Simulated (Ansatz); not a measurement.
**NaCuS2, from a guessed structure to a relaxed one**

This structure for NaCuS2 is made up. Its elements were placed in a known structure type with a cell scaled to their sizes. What cell does the guess relax to, and how far off was it?

Program: Ansatz 0.2.0. Level of theory: DFT, PBEsol, plane-wave PAW, files of the set soft_1, scalar-relativistic, ferromagnetic start, cell and ions relaxed at zero pressure; PAW set soft_1. Results are calculated unless marked as measured.

## 1. Starting point

Symmetry: R-3m, No. 166, trigonal system. Conventional cell: a = 3.650 Å, b = 3.650 Å, c = 18.519 Å, α = 90.00°, β = 90.00°, γ = 120.00°. Cu has 6 S at 2.44 Å nearest. Nearest to S lie 3 Cu at 2.44 Å and 3 Na at 2.81 Å. Na has 6 S at 2.81 Å nearest. Farther neighbours and most contacts between anions are not listed.

## 2. Relaxation of the guess

The guessed cell has no reason to be at equilibrium. It is relaxed with the atoms, within the space group of the guess.

The input, input.yaml:

```yaml
crystal:
  lattice:
    - [1.825, 1.053664241, 6.173]
    - [-1.825, 1.053664241, 6.173]
    - [0.0, -2.107328483, 6.173]
  atoms:
    - { symbol: Cu, position: [0.0, 0.0, 0.0], spin: 0.6 }
    - { symbol: S, position: [0.2674, 0.2674, 0.2674] }
    - { symbol: S, position: [0.7326, 0.7326, 0.7326] }
    - { symbol: Na, position: [0.5, 0.5, 0.5] }
magnetization:
  spin_polarized: true
kpoints:
  mp_grid: { grid: [9, 9, 9] }
scf:
  occupations: { method: fermi_dirac, width: 0.05 }
hamiltonian:
  xc: pbesol
  pseudopotentials: { kind: paw, azcp: { folder: soft_1 }, xc_functional: pbe }
relax:
  f_tol: 0.015
  max_steps: 70
  cell: {}
output:
  forces: true
  stress: true
```

Started as:

```
ansatz run input.yaml --threads 4 --pin off --max-ram 10240MiB --backend cpu --events-out ev --progress --plain --runs-dir out
```

Numbers of over 12 decimals in the logs are rounded to 6 here.

The program printed:

```text
basis.fft_grid_basis auto: the FFT boxes are laid along the combinations [[1, 0, -1], [0, 1, -1], [0, 0, 1]] of the cell's own vectors, 3.650, 3.650 and 6.523 Å long. The dense box has 25×25×45 points. Along the cell's own vectors, as sized, it would have 45×45×45, 3.24 times as many. Of the 12 symmetry operations that the crystal satisfies within crystal.symmetry.tolerance (time reversal apart; of a slab, those that [...]
Engine: ansatz 0.2.0, aarch64-unknown-linux-gnu
Pseudopotentials: kind: paw
Pseudopotential: Cu, paw, valence charge 19, recommended cutoff 420 eV (normal), soft_1/Cu.paw.azcp
Pseudopotential: S, paw, valence charge 6, recommended cutoff 420 eV (normal), soft_1/S.paw.azcp
Pseudopotential: Na, paw, valence charge 9, recommended cutoff 420 eV (normal), soft_1/Na.paw.azcp
Functional definition: PBEsol
  exchange = pbesol_x
  correlation = pbesol_c
Crystal: 4 atoms, lattice volume = 71.222 Å³
Basis set: ecut = 420 eV, 1371 PW (Γ), FFT grids on a1−a3, a2−a3, a3, exchange–correlation on 50×50×90 points (8 copies of the dense FFT grid, shifted against one another)
Bands: 25, of which v1, the nominal top of the filled ones, is band 20 counted from 1 (19 counted from 0)
Symmetry: 12 space group operations
Space group: R-3m (ITA 166), of the structure as read, at distance tolerance 4.1e-5 Å
Magnetic group: BNS 166.97 (UNI 1327), of the structure as read, at distance tolerance 4.1e-5 Å
k-points: 85 of 729
Non-local potential: Cu, projectors of the file, l = 0: 3, l = 1: 2, l = 2: 3, l = 3: 1
Non-local potential: S, projectors of the file, l = 0: 2, l = 1: 2, l = 2: 1
Non-local potential: Na, projectors of the file, l = 0: 3, l = 1: 2, l = 2: 1
PAW form: soft (Blöchl's): semilocal exchange-correlation on the pseudo side does not see the compensation charge
PAW frozen core: Cu, regenerated for the run's functional, and the local potential with it (the file was generated under x = pbe(κ = 0.804, μ = 0.219515), c = pbe(β = 0.066725))
PAW frozen core: S, regenerated for the run's functional, and the local potential with it (the file was generated under x = pbe(κ = 0.804, μ = 0.219515), c = pbe(β = 0.066725))
PAW frozen core: Na, regenerated for the run's functional, and the local potential with it (the file was generated under x = pbe(κ = 0.804, μ = 0.219515), c = pbe(β = 0.066725))
PAW one-centre angular grid: Cu, 590 points (default); XC on 64 Gauss nodes
PAW one-centre angular grid: S, 110 points (default); XC on 64 Gauss nodes
PAW one-centre angular grid: Na, 110 points (default); XC on 64 Gauss nodes
Initial density: superposition of atomic densities (chi_scale 0.1, normalization cell, long waves kept (reshape's long-wave potential 0.11 eV rms))
Starting moments: Σ|m| = 0.6 μB on 1 of 4 sites
Initial wavefunctions: pseudopotential atomic-orbital guess
Functional: x = pbesol(κ = 0.804, μ = 0.123457), c = pbesol(β = 0.046)
SCF iter   1: F=—  HF=-9838.769511 eV  |F-HF|=—  |Δ(HF+E_count)|=         —  Δρ=1.09e-1 (↑8.02e-2 ↓1.09e-1)  dr2=2.57e1  dr2_m=1.76e-1  M=1.030 μB ∫|m|=1.033 μB  β_m=1.00  ethr=3.10e-3  ⟨swp⟩=6.5  Hψ=20164  notcnv=0
preconditioner: auto → Kerker (q_TF=auto, 2.478 Å⁻¹)  [metal: Δε(μ)=0.009 eV  Ē_g=8.235 eV  σ=0.050 eV  W_gap=0.05  n_scr=22 (ndim 8)  ℏωp=21.6 eV  f_vac=0.000  D(μ)=4.57/eV (n_scr^D=42)]
spin=Collinear: Kerker preconditioning applied to the charge; magnetization (m = ρ↑ − ρ↓) channel mixes plain (no charge-response kernel on spin).
SCF iter   2: F=—  HF=-9837.205229 eV  |F-HF|=—  |Δ(HF+E_count)|=    1.56e0  Δρ=7.78e-2 (↑2.21e-2 ↓7.78e-2)  dr2=3.50e0  dr2_m=1.02e0  M=0.490 μB ∫|m|=0.509 μB  β_m=0.30  ethr=3.10e-3  ⟨swp⟩=3.1  Hψ=11930  notcnv=0
SCF iter   3: F=—  HF=-9836.441680 eV  |F-HF|=—  |Δ(HF+E_count)|=   7.64e-1  Δρ=3.36e-2 (↑3.36e-2 ↓1.34e-2)  dr2=2.88e0  dr2_m=1.46e-1  M=0.694 μB ∫|m|=0.711 μB  β_m=0.30  ethr=3.10e-3  ⟨swp⟩=2.2  Hψ=9834  notcnv=0
SCF iter   4: F=—  HF=-9835.840163 eV  |F-HF|=—  |Δ(HF+E_count)|=   6.02e-1  Δρ=2.53e-2 (↑1.52e-2 ↓2.53e-2)  dr2=2.42e-1  dr2_m=2.27e-1  M=0.593 μB ∫|m|=0.614 μB  β_m=0.30  ethr=3.10e-3  ⟨swp⟩=3.1  Hψ=9695  notcnv=0
SCF iter   5: F=—  HF=-9835.859974 eV  |F-HF|=—  |Δ(HF+E_count)|=   1.98e-2  Δρ=3.08e-2 (↑5.65e-3 ↓3.08e-2)  dr2=4.02e-1  dr2_m=1.89e-1  M=0.544 μB ∫|m|=0.564 μB  β_m=0.30  ethr=6.05e-4  ⟨swp⟩=3.1  Hψ=6785  notcnv=0
SCF iter   6: F=—  HF=-9835.842059 eV  |F-HF|=—  |Δ(HF+E_count)|=   1.79e-2  Δρ=1.84e-2 (↑6.56e-3 ↓1.84e-2)  dr2=1.15e-1  dr2_m=9.60e-2  M=0.538 μB ∫|m|=0.559 μB  β_m=0.30  ethr=6.05e-4  ⟨swp⟩=3.0  Hψ=8850  notcnv=0  defer=1
SCF iter   7: F=—  HF=-9835.830791 eV  |F-HF|=—  |Δ(HF+E_count)|=   1.13e-2  Δρ=1.43e-2 (↑1.43e-2 ↓1.67e-3)  dr2=1.14e-1  dr2_m=2.89e-2  M=0.551 μB ∫|m|=0.571 μB  β_m=0.30  ethr=2.86e-4  ⟨swp⟩=2.7  Hψ=6618  notcnv=0
SCF iter   8: F=—  HF=-9835.833618 eV  |F-HF|=—  |Δ(HF+E_count)|=   2.83e-3  Δρ=1.13e-2 (↑1.13e-2 ↓1.06e-3)  dr2=6.29e-2  dr2_m=2.00e-2  M=0.537 μB ∫|m|=0.557 μB  β_m=0.30  ethr=2.85e-4  ⟨swp⟩=1.2  Hψ=5689  notcnv=0
SCF iter   9: F=—  HF=-9835.834401 eV  |F-HF|=—  |Δ(HF+E_count)|=   7.83e-4  Δρ=6.81e-3 (↑6.81e-3 ↓3.26e-3)  dr2=6.29e-3  dr2_m=1.64e-2  M=0.516 μB ∫|m|=0.537 μB  β_m=0.30  ethr=1.57e-4  ⟨swp⟩=1.9  Hψ=4668  notcnv=0
Mixer restart at iter 9: flushing history
spin-set hold released at iteration 9 (site moments contracting): the magnetisation degrees of freedom join the quasi-Newton model from the next iteration; the mixer history was flushed
SCF iter  10: F=—  HF=-9835.834912 eV  |F-HF|=—  |Δ(HF+E_count)|=   5.10e-4  Δρ=4.70e-3 (↑4.70e-3 ↓3.92e-3)  dr2=3.98e-4  dr2_m=1.21e-2  M=0.499 μB ∫|m|=0.519 μB  β_m=0.65  ethr=1.57e-5  ⟨swp⟩=1.2  Hψ=4408  notcnv=0
SCF iter  11: F=—  HF=-9835.841884 eV  |F-HF|=—  |Δ(HF+E_count)|=   6.97e-3  Δρ=5.51e-3 (↑5.51e-3 ↓3.20e-3)  dr2=3.53e-2  dr2_m=1.09e-3  M=0.443 μB ∫|m|=0.462 μB  β_m=0.65  ethr=9.95e-7  ⟨swp⟩=2.8  Hψ=8954  notcnv=0
SCF iter  12: F=—  HF=-9835.837357 eV  |F-HF|=—  |Δ(HF+E_count)|=   4.53e-3  Δρ=2.57e-3 (↑8.15e-4 ↓2.57e-3)  dr2=4.46e-3  dr2_m=8.36e-4  M=0.396 μB ∫|m|=0.414 μB  β_m=0.82  ethr=9.95e-7  ⟨swp⟩=3.1  Hψ=9712  notcnv=0
SCF iter  13: F=—  HF=-9835.837677 eV  |F-HF|=—  |Δ(HF+E_count)|=   3.21e-4  Δρ=8.67e-4 (↑8.67e-4 ↓8.29e-4)  dr2=1.29e-5  dr2_m=4.66e-4  M=0.317 μB ∫|m|=0.330 μB  β_m=0.91  ethr=9.95e-7  ⟨swp⟩=2.0  Hψ=8106  notcnv=0
SCF iter  14: F=—  HF=-9835.838243 eV  |F-HF|=—  |Δ(HF+E_count)|=   5.66e-4  Δρ=7.68e-4 (↑7.68e-4 ↓4.47e-4)  dr2=1.13e-4  dr2_m=2.24e-4  M=0.247 μB ∫|m|=0.257 μB  β_m=0.31  ethr=3.22e-8  ⟨swp⟩=3.3  Hψ=9780  notcnv=0
[...]
Basis set: ecut = 420 eV, 1317 PW (Γ), FFT grids on a1−a3, a2−a3, a3, exchange–correlation on 48×48×96 points (8 copies of the dense FFT grid, shifted against one another)
Initial wavefunctions: pseudopotential atomic-orbital guess (no wavefunctions were taken with the density)
iter 1 solved again at ethr=3.74e-7 eV; its pass at ethr=3.10e-3 eV (dr2=1.50e-4 eV) is discarded
SCF iter   1: F=—  HF=-9835.947341 eV  |F-HF|=—  |Δ(HF+E_count)|=         —  Δρ=4.98e-4 (↑4.98e-4 ↓4.98e-4)  dr2=2.91e-5  dr2_m=1.26e-11  M=0.000 μB ∫|m|=0.000 μB  β_m=0.30  ethr=3.74e-7  ⟨swp⟩=3.7  Hψ=32473  notcnv=0
preconditioner: auto → Kerker (q_TF=auto, 2.493 Å⁻¹)  [metal: Δε(μ)=0.013 eV  Ē_g=13.160 eV  σ=0.050 eV  W_gap=0.07  n_scr=22 (ndim 8)  ℏωp=24.5 eV  f_vac=0.024  D(μ)=3.71/eV (n_scr^D=36)]
spin=Collinear: Kerker preconditioning applied to the charge; magnetization (m = ρ↑ − ρ↓) channel mixes plain (no charge-response kernel on spin).
SCF iter   2: F=—  HF=-9835.950059 eV  |F-HF|=—  |Δ(HF+E_count)|=   2.72e-3  Δρ=3.59e-4 (↑3.59e-4 ↓3.59e-4)  dr2=1.87e-5  dr2_m=8.90e-12  M=0.000 μB ∫|m|=0.000 μB  β_m=0.53  ethr=7.28e-8  ⟨swp⟩=2.0  Hψ=6077  notcnv=0
SCF iter   3: F=—  HF=-9835.951711 eV  |F-HF|=—  |Δ(HF+E_count)|=   1.65e-3  Δρ=1.64e-4 (↑1.64e-4 ↓1.64e-4)  dr2=2.60e-6  dr2_m=5.07e-12  M=0.000 μB ∫|m|=0.000 μB  β_m=0.64  ethr=4.67e-8  ⟨swp⟩=2.0  Hψ=6023  notcnv=0
SCF iter   4: F=—  HF=-9835.952068 eV  |F-HF|=—  |Δ(HF+E_count)|=   3.57e-4  Δρ=3.78e-5 (↑3.78e-5 ↓3.77e-5)  dr2=2.79e-6  dr2_m=2.62e-12  M=0.000 μB ∫|m|=0.000 μB  β_m=0.61  ethr=6.49e-9  ⟨swp⟩=2.0  Hψ=7644  notcnv=0
SCF iter   5: F=—  HF=-9835.952072 eV  |F-HF|=—  |Δ(HF+E_count)|=   3.33e-6  Δρ=1.02e-5 (↑1.02e-5 ↓1.01e-5)  dr2=3.69e-7  dr2_m=1.81e-12  M=0.000 μB ∫|m|=0.000 μB  β_m=0.72  ethr=6.49e-9  ⟨swp⟩=1.1  Hψ=4271  notcnv=0
SCF iter   6: F=—  HF=-9835.952072 eV  |F-HF|=—  |Δ(HF+E_count)|=   2.20e-7  Δρ=5.88e-6 (↑5.88e-6 ↓5.88e-6)  dr2=9.54e-8  dr2_m=9.16e-13  M=0.000 μB ∫|m|=0.000 μB  β_m=0.79  ethr=9.23e-10  ⟨swp⟩=2.1  Hψ=5167  notcnv=0
SCF iter   7: F=—  HF=-9835.952072 eV  |F-HF|=—  |Δ(HF+E_count)|=   3.49e-7  Δρ=2.78e-6 (↑2.78e-6 ↓2.74e-6)  dr2=4.90e-8  dr2_m=4.41e-13  M=0.000 μB ∫|m|=0.000 μB  β_m=0.89  ethr=2.39e-10  ⟨swp⟩=1.1  Hψ=4262  notcnv=0
SCF iter   8: F=—  HF=-9835.952072 eV  |F-HF|=—  |Δ(HF+E_count)|=   2.43e-9  Δρ=5.70e-7 (↑5.70e-7 ↓5.61e-7)  dr2=3.45e-9  dr2_m=7.29e-14  M=0.000 μB ∫|m|=0.000 μB  β_m=0.86  ethr=1.23e-10  ⟨swp⟩=2.0  Hψ=4706  notcnv=0
SCF iter   9: F=—  HF=-9835.951963 eV  |F-HF|=—  |Δ(HF+E_count)|=   1.09e-4  Δρ=2.91e-6 (↑2.90e-6 ↓2.91e-6)  dr2=1.37e-8  dr2_m=1.01e-14  M=0.000 μB ∫|m|=0.000 μB  β_m=0.86  ethr=8.63e-12  ⟨swp⟩=3.4  Hψ=9390  notcnv=0
SCF iter  10: F=—  HF=-9835.951963 eV  |F-HF|=—  |Δ(HF+E_count)|=   4.95e-9  Δρ=2.81e-6 (↑2.81e-6 ↓2.81e-6)  dr2=1.29e-8  dr2_m=1.01e-14  M=0.000 μB ∫|m|=0.000 μB  β_m=0.75  ethr=8.63e-12  ⟨swp⟩=1.0  Hψ=4250  notcnv=0
SCF iter  11: F=—  HF=-9835.951963 eV  |F-HF|=—  |Δ(HF+E_count)|=   4.22e-8  Δρ=1.75e-6 (↑1.75e-6 ↓1.75e-6)  dr2=5.51e-9  dr2_m=6.10e-15  M=0.000 μB ∫|m|=0.000 μB  β_m=0.75  ethr=8.63e-12  ⟨swp⟩=2.0  Hψ=6156  notcnv=0
SCF iter  12: F=—  HF=-9835.951963 eV  |F-HF|=—  |Δ(HF+E_count)|=   2.43e-8  Δρ=3.18e-7 (↑3.18e-7 ↓3.18e-7)  dr2=2.44e-10  dr2_m=4.24e-15  M=0.000 μB ∫|m|=0.000 μB  β_m=0.87  ethr=8.63e-12  ⟨swp⟩=2.0  Hψ=6304  notcnv=0
SCF iter  13: F=—  HF=-9835.951963 eV  |F-HF|=—  |Δ(HF+E_count)|=  9.09e-12  Δρ=2.81e-7 (↑2.81e-7 ↓2.81e-7)  dr2=1.40e-10  dr2_m=2.58e-15  M=0.000 μB ∫|m|=0.000 μB  β_m=0.82  ethr=1.00e-12  ⟨swp⟩=1.0  Hψ=4250  notcnv=0
SCF iter  14: F=-9835.951963 eV  HF=-9835.951963 eV  |F-HF|=1.09e-11  |Δ(HF+E_count)|=  6.33e-10  Δρ=3.04e-8 (↑2.94e-8 ↓3.04e-8)  dr2=1.46e-12  dr2_m=1.07e-15  M=0.000 μB ∫|m|=0.000 μB  ethr=1.00e-12  ⟨swp⟩=3.0  Hψ=15468  notcnv=0
the starting moments were not kept: the SCF closed with an absolute magnetisation of 1.5e-7 μB, where they sum to 0.6 μB in size (1 site). That is at most 0.1 of that sum. Measured as dr2_m measures the in/out step, that magnetisation stands 1.0e-14 eV from none, at or under the dr2_threshold of 4.0e-11 eV: it is no larger than a step whose dr2_m would equal this threshold.
SCF 7 converged in 14 iterations: F = -9835.951963 eV  dr2 = 1.46e-12
relax step   7: F+E_penalty+E_count = -9835.95196316 eV  Δ(F+E_penalty+E_count) = +2.122e-4 eV  max|allowed force component| = 7.405e-5 eV/Å  Δτ_max = 0.0000 Å  P = +0.007 GPa  Ω = 68.710 Å³  stress off target by 3.29e-2 GPa  SCF on the basis re-selected at this cell (its energy is not comparable with the rows above)  (14 SCF iters)
basis re-selected at this cell: Δ(F+E_penalty+E_count) = +2.122e-4 eV, ΔP = +0.008 GPa vs the last step (what re-selecting the basis moved, of the pressure what is left beyond the Pulay correction that the steps carried, after the strain that the cell walked since its last selection, with what the two solves' SCF thresholds leave and, on support functions, any second-order correction that the steps lacked; it is no measure of the basis error at this ecutwfc). The dense FFT grid was sized anew with the basis: this SCF ran on 24×24×48 points, the steps before it on 25×25×45, so part of this shift can come from that change (see relax.cell in the input reference). [rest of the remark cut]
SCF converged after 14 iterations
Magnetization: 0.0000 μB (20.0000 up, 20.0000 down)
Absolute magnetization: 0.0000 μB (∫|ρ↑−ρ↓|, with the PAW one-centre terms)
Spin contamination: 0.0000 ħ² per cell (⟨S²⟩ above its minimum at these occupations)
Per-site moments (μB) at R_I (Å): [(4.766573231252866e-8, 0.978740), (3.3549609329936754e-8, 0.978740), (3.3549609300622035e-8, 0.978740), (1.9964902681473877e-9, 1.173347)]
Free energy (F): -9835.951963 eV
Harris-Foulkes:  -9835.951963 eV  (|F-HF|=1.09e-11)
Internal energy: -9835.921025 eV  (E = F + TS)
E sigma→0 (E₀):  -9835.936494 eV
Entropy (-TS):   -0.030938 eV (-7.735 meV/atom)
Fermi energy:    7.367742 eV
--- Per-component energies (eV) ---
  E_band       = -704.129395
  E_kinetic    = 583.803263
  E_local      = -8188.243220  (includes V_loc(G=0)·N_el)
  E_nonlocal   = 1234.320766
  E_hartree    = 3406.018382
  E_xc         = -281.133204
  E_vxc        = -301.368911  (∫ρ·V_xc dr)
  E_paw        = -3240.373823  (= ΣΔE_a)
  E_vpaw       = -844.678939  (= ΣTr[D̂ρ^β])
  E_aug_tail   = 0.000939  (compensation charges beyond the density's cutoff)
  E_ewald      = -3350.698922
  E_core_change = 0.384795  (= ΣΔE_core)
  E_smearing   = -0.030938  (= −TS)
  E_closure    = -0.000000  (closes the sum)
  Σ components = -9835.951963   (vs F -9835.951963, Δ=0.00e0)
--- Forces (eV/Å), atoms counted from 1 ---
  atom   1  Cu     0.00000000     0.00000000     0.00000000
  atom   2  S      0.00000000     0.00000000    -0.00007405
  atom   3  S      0.00000000    -0.00000000     0.00007405
  atom   4  Na    -0.00000000    -0.00000000     0.00000000
  max |Σ_I F_I| component: 1.36e-20 eV/Å
--- Stress (GPa, compression-positive) ---
       -0.005942       0.000000      -0.000000
        0.000000      -0.005942      -0.000000
       -0.000000      -0.000000       0.032912
  P = ⅓ Tr σ = 0.0070 GPa (0.070 kbar)
--- Relaxed structure (6 steps of the walk, 6 accepted, 1 SCFs on fresh bases) ---
  F+E_penalty+E_count = -9835.95196316 eV   max|allowed force component| = 7.405e-5 eV/Å   (the final SCF, on the basis selected at the relaxed cell)
  cell:  # Å, volume = 68.7104 Å³
    - [1.740085, 1.004638, 6.550748]
    - [-1.740085, 1.004638, 6.550748]
    - [0, -2.009277, 6.550748]
  atoms:
    - { symbol: Cu, position: [0, 0, 0] }
    - { symbol: S, position: [0.269119, 0.269119, 0.269119] }
    - { symbol: S, position: [0.730881, 0.730881, 0.730881] }
    - { symbol: Na, position: [0.500000, 0.500000, 0.500000] }
```

The job ended after 40 s (4 threads of Arm Neoverse V1, shared host; peak memory 0.53 GiB; 2.5 min of CPU time).

Relaxation path:

| step | energy less that of the first step (eV) | largest force component (eV/Å) | pressure (GPa) | volume (Å³) |
| --- | --- | --- | --- | --- |
| 1 | 0.0000 | 0.3469 | -3.15 | 71.22 |
| 2 | -0.0860 | 0.2113 | -1.46 | 69.66 |
| 3 | -0.1096 | 0.1323 | 0.64 | 68.43 |
| 4 | -0.1128 | 0.0500 | -0.07 | 68.64 |
| 5 | -0.1130 | 0.0137 | -0.03 | 68.78 |
| 6 | -0.1131 | 0.0002 | 0.00 | 68.71 |
| 7* | -0.1129 | 0.0001 | 0.01 | 68.71 |

Relaxation steps marked * repeat the geometry before them on a plane-wave basis chosen anew for their cell, so energy and pressure can jump there.

The run keeps the 12 symmetry operations that it works with, so distortions that break them were not tested.

| conventional cell, symmetrised | before | after | change |
| --- | --- | --- | --- |
| a (Å) | 3.650 | 3.480 | -4.7 % |
| b (Å) | 3.650 | 3.480 | -4.7 % |
| c (Å) | 18.519 | 19.652 | +6.1 % |
| volume (Å³/atom) | 17.81 | 17.18 | -3.5 % |

The atoms that moved most (Å, as changes of fractional coordinates times the final cell):

| atom | dx | dy | dz | length |
| --- | --- | --- | --- | --- |
| S3 | 0.000 | 0.000 | -0.034 | 0.034 |
| S2 | 0.000 | 0.000 | 0.034 | 0.034 |

The relaxed structure:

```cif
data_structure
_symmetry_space_group_name_H-M 'P 1'
_symmetry_Int_Tables_number 1
_cell_length_a 6.8520
_cell_length_b 6.8520
_cell_length_c 6.8520
_cell_angle_alpha 29.423
_cell_angle_beta 29.423
_cell_angle_gamma 29.423
_cell_volume 68.71
loop_
_atom_site_label
_atom_site_type_symbol
_atom_site_fract_x
_atom_site_fract_y
_atom_site_fract_z
_atom_site_occupancy
Cu1 Cu 0.00000 0.00000 0.00000 1
S2 S 0.26912 0.26912 0.26912 1
S3 S 0.73088 0.73088 0.73088 1
Na4 Na 0.50000 0.50000 0.50000 1
```

Numbers from this step:

| Property | Result |
| --- | --- |
| free energy | -9835.9520 eV |
| energy at zero smearing | -9835.9365 eV |
| smearing term TS | 0.03094 eV |
| Fermi energy | 7.368 eV |
| electrons | 40 |
| symmetry operations | 12 |
| pressure | 0.007010 GPa |

Shortest distances by pair of elements, guess and relaxed (not always the same contact):

| pair | guess (Å) | relaxed (Å) |
| --- | --- | --- |
| Cu–S | 2.436 | 2.373 |
| Na–S | 2.814 | 2.844 |
| S–S | 3.226 | 3.226 |
| Cu–Cu | 3.650 | 3.480 |
| Na–Na | 3.650 | 3.480 |

The relaxation ends with a largest force component of 7.4e-5 eV/Å and a pressure of 0.01 GPa. The starting moments have collapsed: the run ends non-magnetic.

## 3. Results

| Quantity | Value |
| --- | --- |
| space group, relaxed | R-3m |
| conventional cell | a = 3.480, b = 3.480, c = 19.652 Å; α = 90.0°, β = 90.0°, γ = 120.0° |
| volume per atom | 17.18 Å³ (guess 17.81) |
| total moment | 0.00 μB in the cell of 4 atoms |

**Reading.** NaCuS2 relaxes to R-3m with a = 3.480, b = 3.480 and c = 19.652 Å. The guessed volume was 4 % too large. The space group R-3m was held in the relaxation, so the end point is a stationary structure within it and may be a saddle against distortions or other arrangements. The moments died out from this one start and weren't seeded again at the relaxed cell. Mesh and cutoff weren't tested. No dispersion term is used, so weakly bound directions may come out too long. Nothing here tests whether the compound is stable against decomposition.

[Logs are printed without paths, hosts, clocks, repeated set-up lines and the standing remarks that a program may print on its own settings, such as how far it seeks lower states.]

[Hosts, paths, dates, database ids (printed as entryN), source tags and the programs' standing remarks are cut or masked in the printed files.]
